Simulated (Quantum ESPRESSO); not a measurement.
# N K ELNES/XANES of BN (P6_3/mmc) from DFT, part 2 of 2

Aim: the near-edge shape at the N K edge of BN (P6_3/mmc), and what the core hole does to it.

Quantum ESPRESSO 7.5; X-ray absorption near-edge structure, plane-wave PAW LDA, one-electron final states by a Lanczos continued fraction.

So far. Step 11 (Spectrum with FCH, other settings, N atom 1): The first core-hole run, which has the sound setting, is the one that is kept. Step 13 (Excitation energy, N atom 1): The total-energy difference is 403.55 eV. With the free-atom term of -7.76 eV for this edge, the photon energy is 395.79 eV.

The database entry behind the starting cell differs from later determinations by our own check (about 0.3 % short, minor phase), so it need not match the best structure at ambient conditions.

## (15) Supercell with FCH, N atom 1

A smaller cell brings the holes closer; here they are 2.5 Å apart.

Changed against the first core-hole run: supercell atoms from 16 to 8.

scf.in reads:

```
&control
   calculation='scf', prefix='x', pseudo_dir='../pp', outdir='tmp', tprnfor=.true.
/
&system
   ibrav=0, nat=8, ntyp=3, nbnd=20
   ecutwfc=46, ecutrho=370
   occupations='fixed'
   tot_charge=1
/
&electrons
   conv_thr=8.0e-08, electron_maxstep=120
   mixing_beta=0.5
/
ATOMIC_SPECIES
Nh 1.0 N.lda-n-kjpaw-1sch.UPF
N 1.0 N.lda-n-kjpaw.UPF
B 1.0 B.lda-n-kjpaw.UPF
CELL_PARAMETERS angstrom
  2.49824000 0.00000000 0.00000000
  -1.24912000 2.16353930 0.00000000
  0.00000000 0.00000000 13.27140000
ATOMIC_POSITIONS crystal
Nh   0.66666667 0.33333333 0.12500000
N    0.66666667 0.33333333 0.62500000
N    0.33333333 0.66666667 0.37500000
N    0.33333333 0.66666667 0.87500000
B    0.66666667 0.33333333 0.37500000
B    0.66666667 0.33333333 0.87500000
B    0.33333333 0.66666667 0.12500000
B    0.33333333 0.66666667 0.62500000
K_POINTS automatic
8 8 2 0 0 0
```

Started as:

```bash
$ OMP_NUM_THREADS=1 mpirun --oversubscribe --bind-to none -np 8 pw.x -nk 8 -in scf.in > scf.out
```

It took 27 s on 8 MPI ranks of Intel Xeon Platinum 8488C (Sapphire Rapids), shared host; peak memory 0.09 GiB.

The run stopped without converging, so none of its numbers is a property of the system.

The iterations didn't settle within their limit, so this step gives no result.

## (16) Supercell with FCH, N atom 1

This attempt departs from the first core-hole run: convergence threshold of the field to 0.01.

scf.in reads:

```
&control
   calculation='scf', prefix='x', pseudo_dir='../pp', outdir='tmp', tprnfor=.true.
/
&system
   ibrav=0, nat=16, ntyp=3, nbnd=36
   ecutwfc=46, ecutrho=370
   occupations='fixed'
   tot_charge=1
/
&electrons
   conv_thr=1.0e-02, electron_maxstep=120
   mixing_beta=0.5
/
ATOMIC_SPECIES
Nh 1.0 N.lda-n-kjpaw-1sch.UPF
N 1.0 N.lda-n-kjpaw.UPF
B 1.0 B.lda-n-kjpaw.UPF
CELL_PARAMETERS angstrom
  4.99648000 0.00000000 0.00000000
  -2.49824000 4.32707861 0.00000000
  0.00000000 0.00000000 6.63570000
ATOMIC_POSITIONS crystal
Nh   0.33333333 0.16666667 0.25000000
N    0.33333333 0.66666667 0.25000000
N    0.83333333 0.16666667 0.25000000
N    0.83333333 0.66666667 0.25000000
N    0.16666667 0.33333333 0.75000000
N    0.16666667 0.83333333 0.75000000
N    0.66666667 0.33333333 0.75000000
N    0.66666667 0.83333333 0.75000000
B    0.33333333 0.16666667 0.75000000
B    0.33333333 0.66666667 0.75000000
B    0.83333333 0.16666667 0.75000000
B    0.83333333 0.66666667 0.75000000
B    0.16666667 0.33333333 0.25000000
B    0.16666667 0.83333333 0.25000000
B    0.66666667 0.33333333 0.25000000
B    0.66666667 0.83333333 0.25000000
K_POINTS automatic
4 4 3 0 0 0
```

It took 5.2 s on 8 MPI ranks; peak memory 0.13 GiB; 40 s of CPU time.

The run finished. A setting was moved off its sound value on purpose, so it serves as a test and not as the result.

The fault put into the input: conv_thr is far too loose.

## (17) Spectrum with FCH, N atom 1

Another set-up is tried: convergence threshold of the field to 0.01.

xspectra.in reads:

```
&input_xspectra
   calculation='xanes_dipole', edge='K'
   prefix='x', outdir='tmp', xiabs=1, xe0=6.6427
   xonly_plot=.false., x_save_file='xanes.sav'
   xniter=3000, xcheck_conv=20, xerror=0.005
   xcoordcrys=.false., xepsilon(1)=1, xepsilon(2)=0, xepsilon(3)=0
/
&plot
   xnepoint=413, xemin=-10, xemax=45, terminator=.true., cut_occ_states=.true.
   xgamma=0.4
/
&pseudos
   filecore='../N.wfc'
/
&cut_occ
   cut_desmooth=0.1, cut_stepl=0.05, cut_stepu=0.05, cut_ierror=1e-5
/
4 4 2 0 0 0
```

Started as:

```bash
$ OMP_NUM_THREADS=1 mpirun --oversubscribe --bind-to none -np 8 xspectra.x -nk 8 -in xspectra.in > xspectra.out
```

Run time: 19 s. Hardware: 8 MPI ranks; peak memory 0.11 GiB; 2.4 min of CPU time.

The run finished. A setting was moved off its sound value on purpose, so it serves as a test and not as the result.

The fault put into the input: conv_thr is far too loose.

This run also has another mesh (4×4×2 against 5×5×4), so the 13 % r.m.s. difference can't be laid on the changed setting alone. Another feature, at 7.7 eV (2.15), becomes the highest below 16 eV; the one at 6.8 eV (2.10) is now at 6.1 eV (1.86).

```
E (eV)  first run  this run
  -2.0       0.05      0.05
  -0.5       0.18      0.18
   1.0       0.69      0.56
   2.5       0.58      0.52
   4.0       0.71      0.77
   5.5       1.48      1.31
   7.0       2.08      1.76
   8.5       1.47      1.46
  10.0       0.86      0.82
  11.5       0.95      0.80
  13.0       1.00      0.82
  14.5       1.49      1.65
  16.0       0.74      0.82
  17.5       0.49      0.45
  19.0       0.55      0.56
  20.5       0.41      0.39
  22.0       0.44      0.43
  23.5       0.21      0.25
  25.0       0.33      0.36
  26.5       0.30      0.33
  28.0       0.37      0.39
  29.5       0.42      0.36
  31.0       0.41      0.46
```

## (18) What the core hole does

Both curves are counted from their own zero, so only the shift of weight within the empty states shows.

```
E (eV)  no hole   FCH
  -2.0     0.03  0.05
  -1.0     0.05  0.10
   0.0     0.12  0.42
   1.0     0.39  0.69
   2.0     0.57  0.71
   3.0     0.79  0.56
   4.0     0.78  0.71
   5.0     0.79  1.18
   6.0     0.57  1.69
   7.0     0.78  2.08
   8.0     1.26  1.74
   9.0     1.42  1.34
  10.0     0.83  0.86
  11.0     0.88  0.78
  12.0     0.68  0.96
  13.0     0.95  1.00
  14.0     1.12  1.74
  15.0     1.30  1.16
  16.0     2.06  0.74
  17.0     1.88  0.46
  18.0     1.37  0.55
  19.0     0.99  0.55
  20.0     0.57  0.46
  21.0     0.46  0.46
  22.0     0.51  0.44
  23.0     0.58  0.25
  24.0     0.46  0.20
  25.0     0.54  0.33
  26.0     0.56  0.32
  27.0     0.45  0.32
  28.0     0.45  0.37
  29.0     0.52  0.35
  30.0     0.40  0.39
  31.0     0.51  0.41
  32.0     0.39  0.33
```

With each curve scaled to its own mean, the area from −2 to 6 eV with the hole is 5.2 against 3.7, and the centre of weight from −1 to 20 eV moves by -2.2 eV: the hole pulls the absorber's empty states down.

## (19) Results

```yaml
absorber_and_edge: N K, atom 1 of the ground-state input (counted from 1)
surroundings: 3 B at 1.44 Å (trigonal planar, site symmetry -6m2)
highest_intensity_below_16_ev: 6.8 eV above the zero, height 2.10
photon_energy_of_the_zero_with_the_added_terms: 395.3 eV (raw 403.1 eV; LDA puts this hole about 4 eV below PBE, itself good to a few eV)
```

In words: The N K edge of atom 1, with 3 B at 1.44 Å (trigonal planar, site symmetry -6m2), has its highest intensity of the first 16 eV at 6.8 eV above the zero, near 402 eV in photon energy (LDA puts this hole about 4 eV below PBE, itself good to a few eV), 2.1 times the mean level of the first 20 eV (Lorentzian half width 0.4 eV). With each curve scaled to its own mean, the area from −2 to 6 eV with the hole is 5.2 against 3.7, and the centre of weight from −1 to 20 eV moves by -2.2 eV: the hole pulls the absorber's empty states down. The neutral-cell energy lies +0.5 eV from the charged-cell zero, a gap made of the charged-cell error and of where the added electron settles. At the N K edge of atom 1 polarisation matters most near 6.6 eV, where the curves differ by 2.7 on this scale. The holes are only 5.0 Å apart, so the shape is probably not converged with cell size; no larger cell was run here. The structure is a published determination, not relaxed.

[Logs are printed without paths, hosts, clocks, repeated set-up lines and the standing remarks that a program may print on its own settings, such as how far it seeks lower states.]

[Hosts, paths, dates, database ids (printed as entryN), source tags and the programs' standing remarks are cut or masked in the printed files.]

[Lists of maxima count a maximum above −3 eV only where it reaches 4 % of the highest in the window and stands out from its surroundings by 2 % of it (1.5 % where it reaches 55 %); shoulders and weaker maxima are passed over, and of the rest the first, up to two pre-edge ones and the few strongest are named.]
